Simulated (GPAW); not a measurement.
# Surface energy and work function of Cu(110) from slabs of 4 to 14 layers (LDA)

How do energy and work function of Cu(110) films settle with thickness, and what surface energy follows?

How it was computed: GPAW 26.7.0, plane waves at 450 eV with PAW setups; symmetric 1×1 slabs cut at the tabulated lattice constant (two decimals; low-temperature values for the alkali metals), atoms at bulk places, 7.5 Å of vacuum on each side, one in-plane mesh for all thicknesses, Fermi-Dirac smearing of 0.1 eV. Energies are extrapolated to zero smearing and count from the program's reference atoms. Functional LDA. The cell's area is 9.215 Å².

The runs, one held back:

| layers | energy (eV) | work function (eV) |
| --- | --- | --- |
| 4 | −15.8790 | 4.76 |
| 5 | −20.5122 | 4.68 |
| 6 | −25.0741 | 4.76 |
| 7 | −29.7073 | 4.67 |
| 8 | −34.2830 | 4.76 |
| 9 | −38.9072 | 4.65 |
| 10 | −43.4902 | 4.76 |
| 11 | −48.1026 | 4.66 |
| 12 | −52.6961 | 4.75 |
| 14 | ? | ? |

**Question.** What surface energy do these runs give, and what energy and work function should the 14-layer slab have?

Worked answer. A slab of n layers has E(n) = nε + 2Aγ once its middle is bulk-like. A line through n = 6 to 12 has the slope ε = −4.6023 eV a layer and the intercept 2Aγ = 2.5262 eV (r.m.s. residual 10.8 meV). So γ = 2.5262 / (2 × 9.215 Å²) = 0.1371 eV/Å² = 2.20 J/m², with a standard error of about 0.02 J/m² from the scatter about the line. For 14 layers: 2.5262 + 14 × (−4.6023) = −61.906 eV; the run gives −61.893 eV, 12.7 meV over the line. The work function has no such law: from 6 to 12 layers it moves between 4.65 and 4.76 eV (mean 4.72), and the 14-layer slab gives 4.74 eV. The thinnest slab, 4 layers, lies +0.04 eV from that mean. The values go up and down with thickness, as expected where levels confined across the film cross the Fermi level one by one. The measured value for this face is 4.56 eV (“Anisotropic work function of elemental crystals” (2019, arxiv:1902.07811)); the unrelaxed 14-layer slab lies 0.18 eV over it.

**Limits.** The surfaces are unrelaxed, so γ is an upper bound for this functional and lattice constant. The tabulated lattice constant isn't the functional's own, which strains the slab a little.
